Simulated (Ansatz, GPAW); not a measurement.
## Geometry or basis: what sets the conductance of propane-1,3-dithiol between two Ag chains

Aim: the conductance of propane-1,3-dithiol between two Ag chains after relaxation, and whether geometry, basis or functional moves it most.

Main program and level: GPAW 26.7.0 and Ansatz 0.2.0; Ansatz plane waves; relaxation of the junction with the lead ends held; PAW set soft_1, in the first sound run; inputs show where later runs differ.

## Step 1: Starting point

The cell holds 25 atoms: 14 Ag, 2 S, 6 H and 3 C. Cell: a = 12.049 Å, b = 12.592 Å, c = 40.527 Å, α = 90.0°, β = 90.0°, γ = 90.0°. Regions: left lead, 7 atoms (7 Ag); channel, 11 atoms (2 S, 6 H and 3 C); right lead, 7 atoms (7 Ag). Vacuum lies along a and b. The structure is stacked along c, and the current runs across the ab planes.

## Step 2: Relaxing the atoms

Transmission follows bond lengths closely, so the atoms between the held lead ends are relaxed first, from a slightly shaken start that lets symmetry break.

File input.yaml:

```yaml
crystal:
  lattice:
    - [12.0485610352, 0.0, 0.0]
    - [0.0, 12.5916908203, 0.0]
    - [0.0, 0.0, 40.5267892651]
  atoms:
    - { symbol: Ag, position: [0.5, 0.5, 0.0328177984] }
    - { symbol: Ag, position: [0.5, 0.5, 0.0984533952] }
    - { symbol: Ag, position: [0.5, 0.5, 0.164088992] }
    - { symbol: Ag, position: [0.5, 0.5, 0.2297245888] }
    - { symbol: Ag, position: [0.5, 0.5, 0.2953601856] }
    - { symbol: Ag, position: [0.5008815319, 0.4999881699, 0.3606022664] }
    - { symbol: Ag, position: [0.4943315228, 0.5000445898, 0.427317865] }
    - { symbol: S, position: [0.594414316, 0.3268989905, 0.4337356] }
    - { symbol: H, position: [0.7350978901, 0.3982640658, 0.4683743659] }
    - { symbol: H, position: [0.7324666959, 0.2574997343, 0.4687486467] }
    - { symbol: C, position: [0.6798504171, 0.3313564721, 0.4686883368] }
    - { symbol: H, position: [0.5496703703, 0.397900317, 0.4999891902] }
    - { symbol: C, position: [0.6045981313, 0.3277830327, 0.5005732543] }
    - { symbol: H, position: [0.5505594393, 0.258496165, 0.4985425908] }
    - { symbol: C, position: [0.6733653511, 0.326867127, 0.5311857918] }
    - { symbol: H, position: [0.7279240489, 0.2618242993, 0.5315265221] }
    - { symbol: H, position: [0.7308974496, 0.3990961579, 0.5318747509] }
    - { symbol: S, position: [0.5941180998, 0.326864569, 0.5690753828] }
    - { symbol: Ag, position: [0.4980600876, 0.5012327385, 0.5732158896] }
    - { symbol: Ag, position: [0.4995856502, 0.5015966443, 0.6391536104] }
    - { symbol: Ag, position: [0.5, 0.5, 0.7046398144] }
    - { symbol: Ag, position: [0.5, 0.5, 0.7702754112] }
    - { symbol: Ag, position: [0.5, 0.5, 0.835911008] }
    - { symbol: Ag, position: [0.5, 0.5, 0.9015466048] }
    - { symbol: Ag, position: [0.5, 0.5, 0.9671822016] }
kpoints:
  mp_grid: { grid: [1, 1, 2] }
hamiltonian:
  xc: pbe
  pseudopotentials: { kind: paw, azcp: { folder: soft_1 } }
scf:
  occupations: { method: fermi_dirac, width: 0.1 }
relax:
  f_tol: 0.03
  max_steps: 80
  constraints: [{ sites: [0, 1, 2, 3, 4, 20, 21, 22, 23, 24] }]
```

Started as:

```console
$ ansatz run input.yaml --threads 4 --pin off --max-ram 8192MiB --backend cpu --events-out ev --progress --plain --runs-dir out
```

Numbers of over 12 decimals in the logs are rounded to 6 here.

Log:

```text
Engine: ansatz 0.2.0, aarch64-unknown-linux-gnu
Pseudopotentials: kind: paw
Pseudopotential: Ag, paw, valence charge 19, recommended cutoff 420 eV (normal), soft_1/Ag.paw.azcp
Pseudopotential: S, paw, valence charge 6, recommended cutoff 420 eV (normal), soft_1/S.paw.azcp
Pseudopotential: H, paw, valence charge 1, recommended cutoff 420 eV (normal), soft_1/H.paw.azcp
Pseudopotential: C, paw, valence charge 4, recommended cutoff 420 eV (normal), soft_1/C.paw.azcp
Functional definition: PBE
  parameter kappa = 0.804
  parameter beta = 0.066725
  exchange = pbe_x(kappa = kappa, mu = beta*pi^2/3)
  correlation = pbe_c(beta = beta)
Crystal: 25 atoms, lattice volume = 6148.390 Å³
Basis set: ecut = 420 eV, 120117 PW (Γ), exchange–correlation on 162×180×576 points (8 copies of the dense FFT grid, shifted against one another)
Bands: 178, of which v1, the nominal top of the filled ones, is band 148 counted from 1 (147 counted from 0)
Symmetry: 1 space group operations
Space group: P1 (ITA 1), of the structure as read, at distance tolerance 1.8e-4 Å
k-points: 2
Non-local potential: Ag, projectors of the file, l = 0: 3, l = 1: 2, l = 2: 2, l = 3: 1
Non-local potential: S, projectors of the file, l = 0: 2, l = 1: 2, l = 2: 1
Non-local potential: H, projectors of the file, l = 0: 2, l = 1: 1
Non-local potential: C, projectors of the file, l = 0: 2, l = 1: 2, l = 2: 1
PAW form: soft (Blöchl's): semilocal exchange-correlation on the pseudo side does not see the compensation charge
PAW one-centre angular grid: Ag, 590 points (default); XC on 64 Gauss nodes
PAW one-centre angular grid: S, 110 points (default); XC on 64 Gauss nodes
PAW one-centre angular grid: H, 110 points (default); XC on 64 Gauss nodes
PAW one-centre angular grid: C, 110 points (default); XC on 64 Gauss nodes
Initial density: superposition of atomic densities (neutral atoms: chi_scale 0, normalization atom)
Initial wavefunctions: pseudopotential atomic-orbital guess
Functional: x = pbe(κ = 0.804, μ = 0.219515), c = pbe(β = 0.066725)
SCF iter   1: F=—  HF=-108909.466619 eV  |F-HF|=—  |Δ(HF+E_count)|=         —  Δρ=1.57e-2  dr2=2.42e1  ethr=3.10e-3  ⟨swp⟩=10.5  Hψ=1836  notcnv=0  defer=9
preconditioner: auto → LDOS  [insulator: Δε(μ)=0.322 eV  Ē_g=6.627 eV  σ=0.100 eV  W_gap=0.67  n_scr=468 (ndim 8)  ℏωp=6.4 eV  f_vac=0.838  D(μ)=5.69/eV (n_scr^D=4)  ε∞_Penn≈1.9  β→1.0]
SCF iter   2: F=—  HF=-108916.650521 eV  |F-HF|=—  |Δ(HF+E_count)|=    7.18e0  Δρ=2.29e-2  dr2=1.28e2  ethr=3.10e-3  ⟨swp⟩=5.0  Hψ=871  notcnv=0  defer=29  recentre
SCF iter   3: F=—  HF=-108903.529009 eV  |F-HF|=—  |Δ(HF+E_count)|=    1.31e1  Δρ=6.26e-3  dr2=5.52e0  ethr=3.10e-3  ⟨swp⟩=5.0  Hψ=898  notcnv=0  defer=17
SCF iter   4: F=—  HF=-108902.437686 eV  |F-HF|=—  |Δ(HF+E_count)|=    1.09e0  Δρ=2.91e-3  dr2=1.42e0  ethr=1.87e-3  ⟨swp⟩=3.0  Hψ=631  notcnv=0  defer=32
SCF iter   5: F=—  HF=-108902.124334 eV  |F-HF|=—  |Δ(HF+E_count)|=   3.13e-1  Δρ=1.05e-3  dr2=3.88e-1  ethr=4.81e-4  ⟨swp⟩=2.5  Hψ=617  notcnv=0  defer=32
SCF iter   6: F=—  HF=-108902.061199 eV  |F-HF|=—  |Δ(HF+E_count)|=   6.31e-2  Δρ=4.38e-4  dr2=4.85e-2  ethr=1.31e-4  ⟨swp⟩=2.0  Hψ=488  notcnv=0  defer=33
SCF iter   7: F=—  HF=-108902.055597 eV  |F-HF|=—  |Δ(HF+E_count)|=   5.60e-3  Δρ=4.53e-4  dr2=6.14e-2  ethr=1.64e-5  ⟨swp⟩=3.0  Hψ=683  notcnv=0  defer=33
SCF iter   8: F=—  HF=-108902.052227 eV  |F-HF|=—  |Δ(HF+E_count)|=   3.37e-3  Δρ=2.45e-4  dr2=2.69e-2  ethr=1.64e-5  ⟨swp⟩=1.0  Hψ=410  notcnv=0  defer=33
SCF iter   9: F=—  HF=-108902.050319 eV  |F-HF|=—  |Δ(HF+E_count)|=   1.91e-3  Δρ=1.03e-4  dr2=3.88e-3  ethr=9.09e-6  ⟨swp⟩=1.0  Hψ=323  notcnv=0  defer=33
SCF iter  10: F=—  HF=-108902.050672 eV  |F-HF|=—  |Δ(HF+E_count)|=   3.53e-4  Δρ=2.21e-5  dr2=6.10e-5  ethr=1.31e-6  ⟨swp⟩=2.5  Hψ=503  notcnv=0  defer=33
SCF iter  11: F=-108902.050667 eV  HF=-108902.050675 eV  |F-HF|=7.78e-6  |Δ(HF+E_count)|=   2.79e-6  Δρ=9.44e-6  dr2=1.62e-5  ethr=7.60e-9  ⟨swp⟩=5.0  Hψ=1298  notcnv=0
SCF 1 converged in 11 iterations: F = -108902.050667 eV  dr2 = 1.62e-5
  greatest PAW one-centre occupation: 1.001 electrons in one spin orbital (limit 2), on the Ag atom at site 18 (counted from 0), in its partial waves of l = 0
relax step   1: F+E_penalty+E_count = -108902.05066695 eV  Δ(F+E_penalty+E_count) = +0.000e0 eV  max|allowed force component| = 2.748e0 eV/Å  Δτ_max = 0.0000 Å  (11 SCF iters, dr2 threshold 2.25e-5 eV, accepted)
Initial density: handed on by an earlier stage of this run
Initial wavefunctions: those handed on with the density
iter 1 solved again at ethr=1.83e-4 eV; its pass at ethr=3.10e-3 eV (dr2=5.41e-1 eV) is discarded
SCF iter   1: F=—  HF=-108902.543985 eV  |F-HF|=—  |Δ(HF+E_count)|=         —  Δρ=3.61e-3  dr2=5.63e-1  ethr=1.83e-4  ⟨swp⟩=2.0  Hψ=1457  notcnv=0  defer=33
preconditioner: auto → LDOS  [insulator: Δε(μ)=0.308 eV  Ē_g=6.801 eV  σ=0.100 eV  W_gap=0.65  n_scr=468 (ndim 8)  ℏωp=6.4 eV  f_vac=0.851  D(μ)=5.89/eV (n_scr^D=4)  ε∞_Penn≈1.9  β→1.0]
SCF iter   2: F=—  HF=-108902.499931 eV  |F-HF|=—  |Δ(HF+E_count)|=   4.41e-2  Δρ=1.23e-3  dr2=1.34e-1  ethr=1.83e-4  ⟨swp⟩=3.0  Hψ=574  notcnv=0  defer=33
SCF iter   3: F=—  HF=-108902.464654 eV  |F-HF|=—  |Δ(HF+E_count)|=   3.53e-2  Δρ=5.64e-4  dr2=2.67e-2  ethr=4.53e-5  ⟨swp⟩=3.0  Hψ=714  notcnv=0  defer=33
SCF iter   4: F=—  HF=-108902.458559 eV  |F-HF|=—  |Δ(HF+E_count)|=   6.10e-3  Δρ=1.18e-4  dr2=1.01e-3  ethr=9.01e-6  ⟨swp⟩=2.5  Hψ=547  notcnv=0  defer=33
SCF iter   5: F=—  HF=-108902.458365 eV  |F-HF|=—  |Δ(HF+E_count)|=   1.94e-4  Δρ=3.21e-5  dr2=9.11e-5  ethr=3.41e-7  ⟨swp⟩=3.0  Hψ=559  notcnv=0  defer=33
SCF iter   6: F=-108902.458423 eV  HF=-108902.458403 eV  |F-HF|=2.06e-5  |Δ(HF+E_count)|=   3.76e-5  Δρ=1.18e-5  dr2=1.15e-5  ethr=3.08e-8  ⟨swp⟩=5.0  Hψ=1297  notcnv=0
SCF 2 converged in 6 iterations: F = -108902.458423 eV  dr2 = 1.15e-5
  greatest PAW one-centre occupation: 1.001 electrons in one spin orbital (limit 2), on the Ag atom at site 6 (counted from 0), in its partial waves of l = 0
relax step   2: F+E_penalty+E_count = -108902.45842316 eV  Δ(F+E_penalty+E_count) = -4.078e-1 eV  max|allowed force component| = 1.238e0 eV/Å  Δτ_max = 0.1968 Å  (6 SCF iters, dr2 threshold 1.00e-4 eV, accepted)
SCF iter   1: F=—  HF=-108902.595085 eV  |F-HF|=—  |Δ(HF+E_count)|=         —  Δρ=1.35e-3  dr2=1.24e-1  ethr=7.66e-4  ⟨swp⟩=4.0  Hψ=761  notcnv=0  defer=33
preconditioner: auto → LDOS  [insulator: Δε(μ)=0.308 eV  Ē_g=6.815 eV  σ=0.100 eV  W_gap=0.65  n_scr=468 (ndim 8)  ℏωp=6.4 eV  f_vac=0.851  D(μ)=5.72/eV (n_scr^D=4)  ε∞_Penn≈1.9  β→1.0]
[...]
relax step  24: F+E_penalty+E_count = -108903.62050271 eV  Δ(F+E_penalty+E_count) = -3.561e-2 eV  max|allowed force component| = 1.409e-1 eV/Å  Δτ_max = 0.1977 Å  (10 SCF iters, accepted)
relax step  25: F+E_penalty+E_count = -108903.63784623 eV  Δ(F+E_penalty+E_count) = -1.734e-2 eV  max|allowed force component| = 2.274e-1 eV/Å  Δτ_max = 0.1954 Å  (8 SCF iters, dr2 threshold 2.98e-6 eV, accepted)
relax step  26: F+E_penalty+E_count = -108903.65502475 eV  Δ(F+E_penalty+E_count) = -1.718e-2 eV  max|allowed force component| = 1.078e-1 eV/Å  Δτ_max = 0.1837 Å  (6 SCF iters, dr2 threshold 5.17e-5 eV, accepted)
relax step  27: F+E_penalty+E_count = -108903.66617505 eV  Δ(F+E_penalty+E_count) = -1.115e-2 eV  max|allowed force component| = 9.246e-2 eV/Å  Δτ_max = 0.1956 Å  (8 SCF iters, dr2 threshold 2.61e-6 eV, accepted)
relax step  28: F+E_penalty+E_count = -108903.67769938 eV  Δ(F+E_penalty+E_count) = -1.152e-2 eV  max|allowed force component| = 7.696e-2 eV/Å  Δτ_max = 0.1911 Å  (8 SCF iters, dr2 threshold 1.92e-6 eV, accepted)
relax step  29: F+E_penalty+E_count = -108903.68658693 eV  Δ(F+E_penalty+E_count) = -8.888e-3 eV  max|allowed force component| = 8.771e-2 eV/Å  Δτ_max = 0.1962 Å  (8 SCF iters, dr2 threshold 4.10e-6 eV, accepted)
relax step  30: F+E_penalty+E_count = -108903.69304160 eV  Δ(F+E_penalty+E_count) = -6.455e-3 eV  max|allowed force component| = 1.022e-1 eV/Å  Δτ_max = 0.1976 Å  (7 SCF iters, dr2 threshold 5.33e-6 eV, accepted)
relax step  31: F+E_penalty+E_count = -108903.69658613 eV  Δ(F+E_penalty+E_count) = -3.545e-3 eV  max|allowed force component| = 1.482e-1 eV/Å  Δτ_max = 0.1926 Å  (7 SCF iters, dr2 threshold 1.05e-5 eV, accepted)
relax step  32: F+E_penalty+E_count = -108903.69844029 eV  Δ(F+E_penalty+E_count) = -1.854e-3 eV  max|allowed force component| = 1.314e-1 eV/Å  Δτ_max = 0.0623 Å  (5 SCF iters, dr2 threshold 2.20e-5 eV, accepted)
relax step  33: F+E_penalty+E_count = -108903.70048457 eV  Δ(F+E_penalty+E_count) = -2.044e-3 eV  max|allowed force component| = 8.389e-2 eV/Å  Δτ_max = 0.1203 Å  (6 SCF iters, dr2 threshold 1.36e-5 eV, accepted)
relax step  34: F+E_penalty+E_count = -108903.70132459 eV  Δ(F+E_penalty+E_count) = -8.400e-4 eV  max|allowed force component| = 5.898e-2 eV/Å  Δτ_max = 0.1136 Å  (7 SCF iters, dr2 threshold 2.87e-6 eV, accepted)
relax step  35: F+E_penalty+E_count = -108903.70176536 eV  Δ(F+E_penalty+E_count) = -4.408e-4 eV  max|allowed force component| = 4.423e-2 eV/Å  Δτ_max = 0.0131 Å  (5 SCF iters, dr2 threshold 1.42e-6 eV, accepted)
relax step  36: F+E_penalty+E_count = -108903.70187000 eV  Δ(F+E_penalty+E_count) = -1.046e-4 eV  max|allowed force component| = 2.877e-2 eV/Å  Δτ_max = 0.0101 Å  (5 SCF iters, dr2 threshold 9.67e-7 eV, accepted)
iter 1 solved again at ethr=1.07e-10 eV; its pass at ethr=3.10e-3 eV (dr2=3.16e-7 eV) is discarded
SCF iter   1: F=—  HF=-108903.701683 eV  |F-HF|=—  |Δ(HF+E_count)|=         —  Δρ=2.19e-6  dr2=3.17e-7  ethr=1.07e-10  ⟨swp⟩=1.5  Hψ=837  notcnv=0  defer=29
preconditioner: auto → LDOS  [insulator: Δε(μ)=0.328 eV  Ē_g=6.858 eV  σ=0.100 eV  W_gap=0.67  n_scr=468 (ndim 8)  ℏωp=6.4 eV  f_vac=0.853  D(μ)=6.03/eV (n_scr^D=4)  ε∞_Penn≈1.9  β→1.0]
SCF iter   2: F=—  HF=-108903.701870 eV  |F-HF|=—  |Δ(HF+E_count)|=   1.87e-4  Δρ=3.47e-6  dr2=9.67e-7  ethr=1.07e-10  ⟨swp⟩=3.0  Hψ=905  notcnv=0  defer=29
SCF iter   3: F=-108903.701870 eV  HF=-108903.701870 eV  |F-HF|=2.31e-9  |Δ(HF+E_count)|=   1.59e-7  Δρ=6.16e-7  dr2=3.07e-8  ethr=3.38e-11  ⟨swp⟩=4.0  Hψ=1517  notcnv=0
SCF 37 converged in 3 iterations: F = -108903.701870 eV  dr2 = 3.07e-8
relax step  37: F+E_penalty+E_count = -108903.70187016 eV  Δ(F+E_penalty+E_count) = -1.563e-7 eV  max|allowed force component| = 2.876e-2 eV/Å  Δτ_max = 0.0000 Å  (3 SCF iters, accepted)
SCF converged after 3 iterations
Free energy (F): -108903.701870 eV
Harris-Foulkes:  -108903.701870 eV  (|F-HF|=2.31e-9)
Internal energy: -108903.489093 eV  (E = F + TS)
E sigma→0 (E₀):  -108903.595482 eV
Entropy (-TS):   -0.212777 eV (-8.511 meV/atom)
Fermi energy:    -3.857748 eV
--- Per-component energies (eV) ---
  E_band       = -8868.237245
  E_kinetic    = 7124.507952
  E_local      = -118074.833995  (includes V_loc(G=0)·N_el)
  E_nonlocal   = 606.375598
  E_hartree    = 55891.211368
  E_xc         = -2569.145985
  E_vxc        = -3182.479478  (∫ρ·V_xc dr)
  E_paw        = -56937.821811  (= ΣΔE_a)
  E_vpaw       = -7124.239427  (= ΣTr[D̂ρ^β])
  E_aug_tail   = -0.001193  (compensation charges beyond the density's cutoff)
  E_ewald      = 5056.218972
  E_smearing   = -0.212777  (= −TS)
  E_closure    = -0.000000  (closes the sum)
  Σ components = -108903.701870   (vs F -108903.701870, Δ=0.00e0)
--- Forces (eV/Å), atoms counted from 1 ---
  atom   1  Ag     0.00034183    -0.00036177     0.03806082
  atom   2  Ag    -0.00067399     0.00064448    -0.03778137
  atom   3  Ag    -0.00858626     0.00892727     0.04725166
  atom   4  Ag     0.03100709    -0.02994346    -0.05516648
  atom   5  Ag    -0.02372889     0.02008799     0.24108399
  atom   6  Ag    -0.00068016     0.00015718    -0.00054941
  atom   7  Ag    -0.00183973    -0.00053138    -0.00079523
  atom   8  S      0.00137656     0.00091683    -0.00442715
  atom   9  H     -0.00126296     0.00094682     0.00014963
  atom  10  H      0.00213479     0.00086365     0.00006736
  atom  11  C     -0.00205234    -0.00101407    -0.00056062
  atom  12  H     -0.00243544     0.00067886     0.00036839
  atom  13  C      0.00059903    -0.00069598     0.00058807
  atom  14  H     -0.00036063    -0.00153186    -0.00196832
  atom  15  C     -0.00582522    -0.00927118     0.02876255
  atom  16  H      0.00251222    -0.00161628    -0.00183024
  atom  17  H      0.00132849     0.00284593    -0.00224945
  atom  18  S      0.00224334     0.01052390    -0.01865579
  atom  19  Ag     0.00152647     0.00013134    -0.00213229
  atom  20  Ag    -0.00034360     0.00030775     0.00245395
  atom  21  Ag     0.00361029     0.00500796    -0.29865473
  atom  22  Ag     0.00078673    -0.01040507     0.14165318
  atom  23  Ag     0.00034694     0.00312183    -0.09178248
  atom  24  Ag     0.00000078     0.00026607     0.06359971
  atom  25  Ag     0.00001172    -0.00012940    -0.04746439
  max |Σ_I F_I| component: 7.26e-5 eV/Å
--- Relaxed structure (37 steps of the walk, 37 accepted, 0 SCFs on fresh bases) ---
  F+E_penalty+E_count = -108903.70187016 eV   max|allowed force component| = 2.876e-2 eV/Å
  atoms:
    - { symbol: Ag, position: [0.5, 0.5, 0.0328177984] }
    - { symbol: Ag, position: [0.5, 0.5, 0.098453] }
    - { symbol: Ag, position: [0.5, 0.5, 0.164089] }
    - { symbol: Ag, position: [0.5, 0.5, 0.229725] }
    - { symbol: Ag, position: [0.5, 0.5, 0.2953601856] }
    - { symbol: Ag, position: [0.572879, 0.427837, 0.353188] }
    - { symbol: Ag, position: [0.481657, 0.480908, 0.411571] }
    - { symbol: S, position: [0.415726, 0.435204, 0.464526] }
    - { symbol: H, position: [0.503456, 0.571627, 0.498228] }
    - { symbol: H, position: [0.592249, 0.460208, 0.492827] }
    - { symbol: C, position: [0.506194, 0.484397, 0.497710] }
    - { symbol: H, position: [0.378122, 0.457854, 0.534436] }
    - { symbol: C, position: [0.466037, 0.437645, 0.530717] }
    - { symbol: H, position: [0.470527, 0.350545, 0.529392] }
    - { symbol: C, position: [0.534349, 0.476885, 0.560252] }
    - { symbol: H, position: [0.623056, 0.461045, 0.556512] }
    - { symbol: H, position: [0.523728, 0.562379, 0.564289] }
    - { symbol: S, position: [0.493559, 0.403256, 0.598078] }
    - { symbol: Ag, position: [0.397976, 0.503876, 0.643083] }
    - { symbol: Ag, position: [0.609063, 0.435027, 0.648092] }
    - { symbol: Ag, position: [0.5, 0.5, 0.704640] }
    - { symbol: Ag, position: [0.5, 0.5, 0.770275] }
    - { symbol: Ag, position: [0.5, 0.5, 0.835911008] }
    - { symbol: Ag, position: [0.5, 0.5, 0.901547] }
    - { symbol: Ag, position: [0.5, 0.5, 0.967182] }
```

The job ended after 24 min (4 threads of Arm Neoverse V1, shared host; peak memory 6.3 GiB; 1.6 h of CPU time).

Relaxation path (22 of 37):

```csv
step,energy less that of the first step (eV),largest force component (eV/Å)
1,0.0000,2.7480
3,-0.5225,0.5069
4,-0.5983,0.1707
6,-0.7253,0.0819
8,-0.8169,0.0720
10,-0.8943,0.2294
11,-0.9532,0.2441
13,-1.1254,0.2641
15,-1.2468,0.1615
16,-1.2871,0.1718
18,-1.3440,0.0851
20,-1.4045,0.0848
22,-1.4937,0.1120
23,-1.5342,0.0434
25,-1.5872,0.2274
27,-1.6155,0.0925
28,-1.6270,0.0770
30,-1.6424,0.1022
32,-1.6478,0.1314
34,-1.6507,0.0590
35,-1.6511,0.0442
37,-1.6512,0.0288
```

The atoms that moved most (Å):

```csv
atom,dx,dy,dz,length
H9,-2.791,2.183,1.210,3.744
H17,-2.496,2.056,1.314,3.490
H10,-1.689,2.552,0.976,3.213
C11,-2.092,1.927,1.176,3.078
Ag19,-1.206,0.033,2.831,3.078
H16,-1.264,2.509,1.013,2.986
S8,-2.153,1.364,1.248,2.838
C15,-1.675,1.889,1.178,2.786
```

This step gave:

```yaml
free_energy: -108903.7019 eV
smearing_term_ts: 0.2128 eV
symmetry_operations: 1
```

The relaxation lowered the energy of the cell by 1.65 eV.

[end of part 1 of 3]

[Logs are printed without paths, hosts, clocks, repeated set-up lines and the standing remarks that a program may print on its own settings, such as how far it seeks lower states.]

[Hosts, paths, dates, database ids (printed as entryN), source tags and the programs' standing remarks are cut or masked in the printed files.]
